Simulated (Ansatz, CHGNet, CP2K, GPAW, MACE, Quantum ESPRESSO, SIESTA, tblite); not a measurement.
# Random packing of C68N32 (at. %) (79 atoms): one structure in several programs

How near do other programs and methods come to a plane-wave reference for random packing of C68N32 (at. %) (79 atoms)? A plane-wave run serves as the reference.

Program: Ansatz 0.2.0. Level of theory: Kohn-Sham DFT, PBE, PAW, plane waves. Results are calculated unless marked as measured.

## (1) Starting point

The cell holds 79 atoms: 54 C and 25 N. Its edges and angles: a = 8.889 Å, b = 8.889 Å, c = 8.889 Å, α = 90.0°, β = 90.0°, γ = 90.0°. 79 atoms (54 C, 25 N) packed at random in a cube at 2.36 g/cm³ and pushed apart as soft spheres; a start for melting by ab initio MD, not an equilibrated structure. Then every atom was moved at random, 0.02 Å r.m.s. a Cartesian component.

As a file:

```cif
data_structure
_symmetry_space_group_name_H-M 'P 1'
_symmetry_Int_Tables_number 1
_cell_length_a 8.8894
_cell_length_b 8.8894
_cell_length_c 8.8894
_cell_angle_alpha 90.000
_cell_angle_beta 90.000
_cell_angle_gamma 90.000
_cell_volume 702.45
loop_
_atom_site_label
_atom_site_type_symbol
_atom_site_fract_x
_atom_site_fract_y
_atom_site_fract_z
_atom_site_occupancy
C1 C 0.72123 0.34128 0.08779 1
C2 C 0.44391 0.75793 0.51234 1
C3 C 0.52761 0.23174 0.46630 1
C4 C 0.55701 0.51288 0.08372 1
C5 C 0.33039 0.06713 0.28738 1
C6 C 0.81274 0.10984 0.97678 1
C7 C 0.68337 0.93093 0.69705 1
C8 C 0.08994 0.77335 0.66374 1
C9 C 0.13648 0.21605 0.92809 1
C10 C 0.10986 0.29800 0.12476 1
C11 C 0.56999 0.70672 0.64584 1
C12 C 0.12241 0.58894 0.66372 1
C13 C 0.07954 0.80486 0.21569 1
C14 C 0.38414 0.02741 0.49020 1
C15 C 0.83776 0.21881 0.65698 1
C16 C 0.15830 0.96637 0.99318 1
C17 C 0.51416 0.03981 0.12836 1
C18 C 0.06794 0.22708 0.30390 1
C19 C 0.24832 0.47758 0.39726 1
C20 C 0.12406 0.42025 0.54627 1
C21 C 0.17731 0.63540 0.13885 1
C22 C 0.83958 0.31386 0.26108 1
C23 C 0.81205 0.02484 0.55955 1
C24 C 0.65921 0.28059 0.63634 1
C25 C 0.83791 0.58975 0.55430 1
C26 C 0.56924 0.26362 0.84094 1
C27 C 0.82054 0.87462 0.18326 1
C28 C 0.72748 0.11443 0.14685 1
C29 C 0.38734 0.22650 0.15457 1
C30 C 0.31278 0.65876 0.66964 1
C31 C 0.98269 0.66407 0.99630 1
C32 C 0.53812 0.85904 0.04362 1
C33 C 0.80321 0.77988 0.69483 1
C34 C 0.81782 0.45934 0.78940 1
C35 C 0.19951 0.75204 0.97366 1
C36 C 0.07013 0.40270 0.76209 1
C37 C 0.18307 0.81783 0.39015 1
C38 C 0.78305 0.64804 0.98238 1
C39 C 0.68862 0.07009 0.42676 1
C40 C 0.49844 0.44939 0.28963 1
C41 C 0.71739 0.88581 0.36951 1
C42 C 0.93803 0.45165 0.62665 1
C43 C 0.41081 0.81974 0.19373 1
C44 C 0.99961 0.55690 0.45478 1
C45 C 0.43181 0.51712 0.56338 1
C46 C 0.82115 0.21167 0.42523 1
C47 C 0.82898 0.26990 0.86702 1
C48 C 0.56995 0.53578 0.86405 1
C49 C 0.31420 0.28672 0.82337 1
C50 C 0.32495 0.94135 0.77184 1
C51 C 0.71782 0.51837 0.25874 1
C52 C 0.32360 0.11828 0.92014 1
C53 C 0.36886 0.61085 0.13680 1
C54 C 0.65001 0.10776 0.75383 1
N55 N 0.25316 0.86427 0.57840 1
N56 N 0.27689 0.32559 0.64143 1
N57 N 0.79205 0.85346 0.91658 1
N58 N 0.92558 0.62873 0.79807 1
N59 N 0.51591 0.64220 0.31199 1
N60 N 0.43367 0.68095 0.93987 1
N61 N 0.19977 0.07378 0.46536 1
N62 N 0.08202 0.95505 0.70595 1
N63 N 0.38243 0.11634 0.72568 1
N64 N 0.96577 0.74338 0.51990 1
N65 N 0.91105 0.70479 0.19969 1
N66 N 0.93692 0.85396 0.34202 1
N67 N 0.37542 0.91694 0.95612 1
N68 N 0.96517 0.38060 0.93999 1
N69 N 0.98083 0.12593 0.81704 1
N70 N 0.93584 0.92570 0.04725 1
N71 N 0.48111 0.93102 0.65472 1
N72 N 0.16161 0.02683 0.21384 1
N73 N 0.96946 0.07543 0.40795 1
N74 N 0.97858 0.84656 0.88327 1
N75 N 0.23527 0.52089 0.96738 1
N76 N 0.21231 0.46838 0.20912 1
N77 N 0.72162 0.69445 0.40824 1
N78 N 0.66812 0.36900 0.42412 1
N79 N 0.05114 0.26052 0.63055 1
```

## (2) The reference run

The PAW files are the set soft_2.

Contents of input.yaml:

```yaml
crystal:
  lattice:
    - [8.8894, 0.0, 0.0]
    - [0.0, 8.8894, 0.0]
    - [0.0, 0.0, 8.8894]
  atoms:
    - { symbol: C, position: [0.72123, 0.34128, 0.08779] }
    - { symbol: C, position: [0.44391, 0.75793, 0.51234] }
    - { symbol: C, position: [0.52761, 0.23174, 0.4663] }
    - { symbol: C, position: [0.55701, 0.51288, 0.08372] }
    [... 69 atom lines left out ...]
    - { symbol: "N", position: [0.97858, 0.84656, 0.88327] }
    - { symbol: "N", position: [0.23527, 0.52089, 0.96738] }
    - { symbol: "N", position: [0.21231, 0.46838, 0.20912] }
    - { symbol: "N", position: [0.72162, 0.69445, 0.40824] }
    - { symbol: "N", position: [0.66812, 0.369, 0.42412] }
    - { symbol: "N", position: [0.05114, 0.26052, 0.63055] }
kpoints:
  mp_grid: { grid: [1, 1, 1] }
hamiltonian:
  xc: pbe
scf:
  occupations: { method: fermi_dirac, width: 0.05 }
output:
  forces: true
  eigenvalues: true
  populations: true
  stress: true
```

The run is started by

```sh
ansatz run input.yaml --threads 8 --pin off --max-ram 15872MiB --backend cpu --events-out ev --progress --plain --runs-dir out
```

Numbers of over 12 decimals in the logs are rounded to 6 here.

Output:

```text
[...]
Pseudopotentials: kind: paw
Pseudopotential: C, paw, valence charge 4, recommended cutoff 420 eV (normal), C.paw.azcp
Pseudopotential: N, paw, valence charge 5, recommended cutoff 420 eV (normal), N.paw.azcp
[... 5 lines on functional and potentials left out ...]
Crystal: 79 atoms, lattice volume = 702.453 Å³
Basis set: ecut = 420 eV, 13613 PW (Γ), exchange–correlation on 120×120×120 points (8 copies of the dense FFT grid, shifted against one another)
Bands: 250, of which v1, the nominal top of the filled ones, is band 171 counted from 1 (170 counted from 0)
Symmetry: 1 space group operations
Space group: P1 (ITA 1), of the structure as read, at distance tolerance 8.9e-5 Å
k-points: 1
[... 5 lines on functional and potentials left out ...]
Initial density: superposition of atomic densities (neutral atoms: chi_scale 0, normalization atom), corrected by the library's trained network
Initial wavefunctions: pseudopotential atomic-orbital guess
[...]
SCF iter   1: F=—  HF=-22866.726077 eV  |F-HF|=—  |Δ(HF+E_count)|=         —  Δρ=1.83e-2  dr2=3.65e0  ethr=1.77e-3  ⟨swp⟩=4.0  Hψ=821  notcnv=0  defer=23
preconditioner: auto → Kerker (q_TF=auto, 2.419 Å⁻¹)  [metal: Δε(μ)=0.083 eV  Ē_g=9.771 eV  σ=0.050 eV  W_gap=0.38  n_scr=170 (ndim 8)  ℏωp=25.9 eV  f_vac=0.002  D(μ)=38.63/eV (n_scr^D=364)]
[...]
SCF iter   8: F=—  HF=-22866.304889 eV  |F-HF|=—  |Δ(HF+E_count)|=   7.70e-7  Δρ=7.10e-6  dr2=5.90e-7  ethr=9.78e-10  ⟨swp⟩=2.0  Hψ=280  notcnv=0  defer=49
SCF iter   9: F=-22866.304890 eV  HF=-22866.304890 eV  |F-HF|=1.29e-8  |Δ(HF+E_count)|=   1.06e-7  Δρ=2.33e-6  dr2=6.99e-8  ethr=2.93e-11  ⟨swp⟩=11.0  Hψ=1139  notcnv=0
SCF 1 converged in 9 iterations: F = -22866.304890 eV  dr2 = 6.99e-8
[...]
SCF converged after 9 iterations
Free energy (F): -22866.304890 eV
Harris-Foulkes:  -22866.304890 eV  (|F-HF|=1.29e-8)
Internal energy: -22865.955481 eV  (E = F + TS)
E sigma→0 (E₀):  -22866.130185 eV
Entropy (-TS):   -0.349409 eV (-4.423 meV/atom)
Fermi energy:    6.806992 eV
--- Per-component energies (eV) ---
[...]
Σ components = -22866.304890   (vs F -22866.304890, Δ=0.00e0)
--- Forces (eV/Å), atoms counted from 1 ---
  atom   1  C      0.93790247    -2.00738430     2.54823016
  atom   2  C      1.46948638    -2.03724177     2.25021300
  atom   3  C      5.21174507    -0.54767776     1.47687104
  atom   4  C      0.33742260    -0.57546107     0.04876859
[...]
atom  79  N     -0.23531954     3.01518477     1.52110006
  max |Σ_I F_I| component: 6.53e-5 eV/Å
--- Stress (GPa, compression-positive) ---
      -20.269645       0.225754       1.536155
        0.225755     -29.280541       1.075264
        1.536155       1.075264     -22.122229
  P = ⅓ Tr σ = -23.8908 GPa (-238.908 kbar)
--- Band table (eV) ---
  k-point 0: bands = ["-13.6306", "-13.1234", "-12.4846", "-12.3523", [... 234 levels ...], "11.0263", "11.0718", "11.0977", "11.1452", "11.1868", "11.2357", "11.2957", "11.3635", "11.3866", "11.4795", "11.5115", "11.5972"]
--- Löwdin populations: 79 sites ---
  site symbol       q [e]
     0      C      3.9999
     1      C      3.9290
     2      C      3.9994
[...]
78      N      5.0713
  spilling = 0.005190 (of n_electrons = 341.000000)
```

It took 4.4 s on 8 threads of Arm Neoverse V2, shared host; peak memory 0.85 GiB.

Read from the output:

- free energy: -22866.3049 eV
- free energy per atom: -289.4469 eV/atom
- SCF cycles: 9
- pressure: -23.89 GPa
- r.m.s. force component: 1.957 eV/Å
- longest force: 5.884 eV/Å
- Fermi energy: 6.807 eV
- levels partly filled by over 2 per cent: 7
- spilling of the projection: 0.00519

Length of the force by element:

```
element  coordination  atoms  mean length of the force (eV/Å)  spread  least  most
      C           all     54                             3.22    1.16  0.669  5.88
      N           all     25                             3.17   0.990   1.15  5.82
```

Löwdin charges by element (they lack the spilled electrons, 0.022 e an atom on average):

```
element  coordination  atoms  mean charge (e)  spread    least    most
      C           all     54           0.0747  0.0579  -0.0425   0.223
      N           all     25          -0.0905  0.0444   -0.170  0.0181
```

The levels nearest the highest filled one (over half full), pooled over k-points and spins:

```
level less the highest filled one (eV)  occupation
                                -0.270        1.99
                                -0.247        1.99
                                -0.134        1.91
                               -0.0255        1.43
                               -0.0173        1.36
                                     0        1.20
                                0.0514       0.701
                                 0.118       0.249
                                 0.159       0.118
                                 0.234       0.027
                                 0.289       0.009
                                 0.383       0.001
```

The run ends at a pressure of -23.89 GPa, with forces up to 5.9 eV/Å.

## (3) Local order

Density 2.36 g/cm³, 8.892 Å³ an atom.

g(r), total and by pair (bins of 0.1 Å):

```
r (Å)  total   C-C   C-N   N-N
 1.55   0.00  0.00  0.00  0.00
 1.65   1.03  0.96  1.05  1.28
 1.75   2.01  2.02  2.47  0.00
 1.85   1.68  1.79  1.58  1.58
 1.95   1.60  1.42  2.07  0.46
 2.05   1.61  1.09  1.96  2.51
 2.15   1.13  0.83  1.26  1.94
 2.25   1.20  1.13  1.14  1.78
 2.35   0.84  0.83  0.98  0.32
 2.45   0.78  1.15  0.35  0.89
 2.55   0.80  0.65  0.76  1.64
 2.65   0.79  0.65  0.83  1.26
 2.75   1.02  1.16  0.82  1.20
 2.85   0.93  0.71  1.06  1.34
 2.95   1.01  1.23  0.85  0.62
 3.05   0.81  0.86  0.71  0.97
 3.15   1.07  1.12  1.13  0.55
 3.25   1.10  1.41  0.86  0.68
 3.35   1.00  0.88  1.07  1.28
 3.45   1.02  1.06  1.01  0.91
 3.55   0.94  0.85  1.05  0.85
 3.65   1.02  0.95  0.99  1.48
 3.75   1.04  0.87  1.18  1.28
 3.85   1.05  1.06  1.20  0.36
 3.95   1.09  1.08  0.98  1.59
 4.05   1.00  0.91  1.16  0.76
 4.15   1.00  1.07  0.94  0.93
 4.25   0.91  0.91  1.08  0.20
 4.35   1.04  1.01  1.03  1.23
```

## (4) What was run beside it

The programs:
- CHGNet: machine-learned potential, published weights.
- CP2K 2026.2: Gaussian basis with GTH pseudopotentials and a plane-wave density; labels give functional, basis (MOLOPT sets; SR short-range, UZH the newer set with its own potentials), grid cutoff/relative cutoff and solver (OT: orbital transformation; TRS4, TC2, SIGN: linear-scaling purification with its sparsity filter), or its built-in tight binding.
- GPAW 26.7.0: PAW with atomic orbitals (LCAO), plane waves or a real-space grid of spacing h.
- MACE: machine-learned potential, published weights.
- Quantum ESPRESSO 7.5: plane waves; labels (QE) give functional, pseudopotential set and cutoffs of waves/density.
- SIESTA 5.4.2: numerical atomic orbitals, whose automatically made sets are far from complete, with PseudoDojo norm-conserving potentials that we converted to its format (checked against plane waves on the same files for H, C, O, Si, Ge and Ca alone); labels give functional, basis size, energy shift and mesh cutoff.
- tblite 0.8.0: extended tight binding, driven from Python.

All use the same cell and atoms; the electronic-structure runs use the same k-mesh, and an electronic temperature of 580 K (0.05 eV) where levels are smeared.

Differences are against the plane-wave reference, forces as r.m.s. over components; share is that over the reference's r.m.s. force, slope the least-squares factor from reference forces to these. Total energies of different programs have different zeros and aren't compared.

```
                                                          run  Δ force, r.m.s. (meV/Å)  share (%)  slope  Δ pressure (GPa)  cores  CPU time  memory (GiB)
                                                    reference                        -          -      -                 -      8      24 s          0.85
                                       CHGNet 0.3.0 potential                      812       41.5  0.967             -6.91      1     4.9 s           1.8
                                      CHGNet r2SCAN potential                      965       49.3  0.885            -0.363      1     4.7 s           1.8
  CP2K PBE+rVV10L, DZVP-MOLOPT-SR, 600/50 Ry, diagonalisation                     98.0       5.01  1.017             -2.24      4    12 min           4.5
CP2K PBE, DZVP-MOLOPT-SR, 210/50 Ry, diagonalisation (coarse)                      107       5.46  1.030            -0.922      2   4.6 min          0.67
         CP2K PBE, DZVP-MOLOPT-SR, 600/50 Ry, diagonalisation                      101       5.15  1.030            -0.942      4   7.2 min           2.6
         CP2K PBE, DZVP-MOLOPT-SR, 600/70 Ry, diagonalisation                      101       5.15  1.030            -0.942      4   8.6 min           2.6
 CP2K PBE, SZV-MOLOPT-SR, 600/50 Ry, diagonalisation (coarse)                      929       47.5  1.115              8.61      1   3.6 min           1.7
               CP2K PBE, TZVP-UZH, 600/50 Ry, diagonalisation                     94.4       4.82  0.986              2.23      4   7.8 min           2.8
                                 GPAW LDA, LCAO dzp, h 0.18 Å                     64.8       3.31  0.999                 -      1   2.4 min          0.83
                                 GPAW PBE, LCAO dzp, h 0.18 Å                     83.1       4.24  0.979                 -      1   2.7 min          0.83
           GPAW PBE, LCAO dzp, h 0.18 Å, other mixer settings                     83.3       4.26  0.979                 -      2   3.7 min           1.0
                   GPAW PBE, LCAO szp(dzp), h 0.18 Å (coarse)                      530       27.1  0.814                 -      1   2.3 min          0.79
                                  MACE MP-0b2 small potential                      972       49.7  1.032             -5.17      1     6.7 s          0.67
              QE PBE+D3(BJ), sssp-1.3.0-efficiency, 60/480 Ry                      106       5.43  0.976            -0.429      2   4.9 min           1.8
                                  QE PBE, gbrv-1.5, 40/200 Ry                     11.9      0.608  0.999            -0.164      2      96 s          0.58
                     QE PBE, sssp-1.3.0-efficiency, 60/480 Ry                     7.62      0.390  0.998            -0.247      2   5.6 min           1.7
          SIESTA PBE, DZ, shift 0.01 Ry, mesh 500 Ry (coarse)                      615       31.4  0.852              9.95      2   2.1 min             1
                  SIESTA PBE, DZP, shift 0.01 Ry, mesh 500 Ry                      110       5.64  0.981              1.65      2   6.2 min           1.6
          SIESTA PBE, SZ, shift 0.01 Ry, mesh 500 Ry (coarse)                     1411       72.1  0.570              23.1      1      86 s          0.65
 SIESTA RPBE, PBE potentials, DZP, shift 0.01 Ry, mesh 500 Ry                     93.4       4.77  0.996              4.09      2   6.2 min           1.6
                                              tblite GFN1-xTB                      934       47.7  1.335             -30.2      1     1.8 s          0.11
                                             tblite IPEA1-xTB                     2052        105  1.796             -72.9      1     6.4 s          0.11
```

Rows marked coarse were listed beforehand as settings not expected to be converged; some can still land near the reference.

Times of the machine-learned potentials are mostly Python's start and the loading of weights.

CPU time is summed over cores on a shared host, where runs went side by side, so it is rough. Symmetry, cutoffs, thresholds, outputs and thread counts weren't matched or tuned between programs; memory under MPI is the largest rank's times the ranks.

Runs without a result: CP2K GFN1-xTB, diagonalisation (not converged, the SCF not settling); CP2K SCC-DFTB, diagonalisation (not converged).

Mean charges by element (e), by run and scheme:

```
                                                         run     scheme      C      N
                                                   reference     Löwdin  +0.07  -0.09
 CP2K PBE+rVV10L, DZVP-MOLOPT-SR, 600/50 Ry, diagonalisation   Mulliken  +0.05  -0.12
        CP2K PBE, DZVP-MOLOPT-SR, 600/50 Ry, diagonalisation   Mulliken  +0.05  -0.12
        CP2K PBE, DZVP-MOLOPT-SR, 600/70 Ry, diagonalisation   Mulliken  +0.05  -0.12
              CP2K PBE, TZVP-UZH, 600/50 Ry, diagonalisation   Mulliken  +0.13  -0.28
                 SIESTA PBE, DZP, shift 0.01 Ry, mesh 500 Ry  Hirshfeld  +0.01  -0.03
SIESTA RPBE, PBE potentials, DZP, shift 0.01 Ry, mesh 500 Ry  Hirshfeld  +0.01  -0.03
                                             tblite GFN1-xTB   Mulliken  +0.09  -0.20
                                            tblite IPEA1-xTB   Mulliken  +0.08  -0.16
```

The reference's Löwdin charges lack the electrons that the projection spills, 0.022 e an atom on average.

Within one program, basis, potentials and functional, energies share a zero. Each run against its twin at the usual cutoff or grid and solver:

```
                                                 run                                        twin  Δ energy (meV/atom)  Δ force, r.m.s. (meV/Å)         CPU time over the twin's
CP2K PBE, DZVP-MOLOPT-SR, 210/50 Ry, diagonalisation  DZVP-MOLOPT-SR, 600/50 Ry, diagonalisation               -0.345                     32.4  0.64 (this twin ran on 4 cores)
CP2K PBE, DZVP-MOLOPT-SR, 600/70 Ry, diagonalisation  DZVP-MOLOPT-SR, 600/50 Ry, diagonalisation               0.0029                    0.038                              1.2
  GPAW PBE, LCAO dzp, h 0.18 Å, other mixer settings                          LCAO dzp, h 0.18 Å               1.0e-4                     6.49   1.4 (this twin ran on 1 cores)
```

## (5) What came out

```
reference r.m.s. force component                       : 1.96 eV/Å
nearest in forces                                      : QE PBE, sssp-1.3.0-efficiency, 60/480 Ry, 0.39 %
farthest in forces                                     : tblite IPEA1-xTB, 105 %
cheapest electronic-structure run beside the reference : tblite GFN1-xTB, 1.8 s of CPU time
```

What this shows: PBE on plane waves or a grid with other potentials, cutoffs or grids, coarse settings apart, differs from the reference by 0.39 % (QE PBE, sssp-1.3.0-efficiency, 60/480 Ry) to 0.61 % (QE PBE, gbrv-1.5, 40/200 Ry) of the r.m.s. force; this holds the reference's own error, so differences of a few per cent don't tell which side is nearer the exact PBE result (QE's 40 Ry are 544 eV, against the reference's 420 eV). The PBE runs in local orbitals, coarse settings apart, differ by 4.2 % (GPAW PBE, LCAO dzp, h 0.18 Å) to 5.6 % (SIESTA PBE, DZP, shift 0.01 Ry, mesh 500 Ry); basis, grid and potentials can all enter. Tight binding differs by 48 % (tblite GFN1-xTB) to 105 % (tblite IPEA1-xTB); it is another model, with fitted parameters of its own, and the xTB methods hold dispersion. Machine-learned potentials differ by 41 % (CHGNet 0.3.0 potential) to 50 % (MACE MP-0b2 small potential); they were trained on other programs' data, some at another functional. The cause of differences this large wasn't tested. Rows with another functional or a dispersion term differ by 3.3 % (GPAW LDA, LCAO dzp, h 0.18 Å) to 5.4 % (QE PBE+D3(BJ), sssp-1.3.0-efficiency, 60/480 Ry), which mixes the change of model with differences of basis and potentials, some of them made for another functional. IPEA1-xTB was fitted to ionisation energies and electron affinities, not to forces or charges. Runs with settings chosen to be coarse differ by 5.5 % (CP2K PBE, DZVP-MOLOPT-SR, 210/50 Ry, diagonalisation) to 72 % (SIESTA PBE, SZ, shift 0.01 Ry, mesh 500 Ry), their programs' other errors included. Of the electronic-structure runs that take under half the reference's CPU time, tblite GFN1-xTB comes nearest, at 48 % in 1.8 s against 24 s; its pressure misses by -30.2 GPa. GPAW PBE, LCAO szp(dzp), h 0.18 Å softens the forces by a factor of 0.81 while following their directions (correlation 0.972); the slopes of the 4 GPAW runs lie between 0.81 and 1.00. In pressure, SIESTA PBE, SZ, shift 0.01 Ry, mesh 500 Ry misses by +23.1 GPa, at the same functional. Charges hang on model, scheme and program or settings: among these rows the mean for N runs from -0.28 to -0.03 e. In the reference: 7 levels are partly filled, by over 2 % (at Γ alone): at this level the cell shows no clear gap. Levels of broken or missing bonds inside a gap of the host would look the same. In the reference: mean Löwdin charges: C +0.07, N -0.09 e (they miss 0.52 % of the electrons, so they add up to more than the cell's charge). Periodic xTB results under one method name differ between programs and library versions. The electron count is odd in these runs, and they have no spin polarisation, so the unpaired electron is spread evenly over both spins. Machine-learned potentials mimic data converged in k, so the reference's own k-point error enters their differences. The reference's stress is far from hydrostatic: its diagonal is -20.3, -29.3, -22.1 GPa, compression counted positive. The reference's pressure of -24 GPa says that the cell would shrink at this level of theory. The electron count is odd and the run has no spin polarisation, so levels at the top are partly filled by construction. The electronic-structure runs sample only Γ, in a cell whose shortest periodic width is 9 Å, which is coarse for a cell with partly filled levels.

[Also dropped from logs without a mark: logging warnings of Python, and SIESTA's first energy breakdown and zero terms.]

[Logs are printed without paths, hosts, clocks, repeated set-up lines and the standing remarks that a program may print on its own settings, such as how far it seeks lower states.]

[Hosts, paths, dates, database ids (printed as entryN), source tags and the programs' standing remarks are cut or masked in the printed files.]
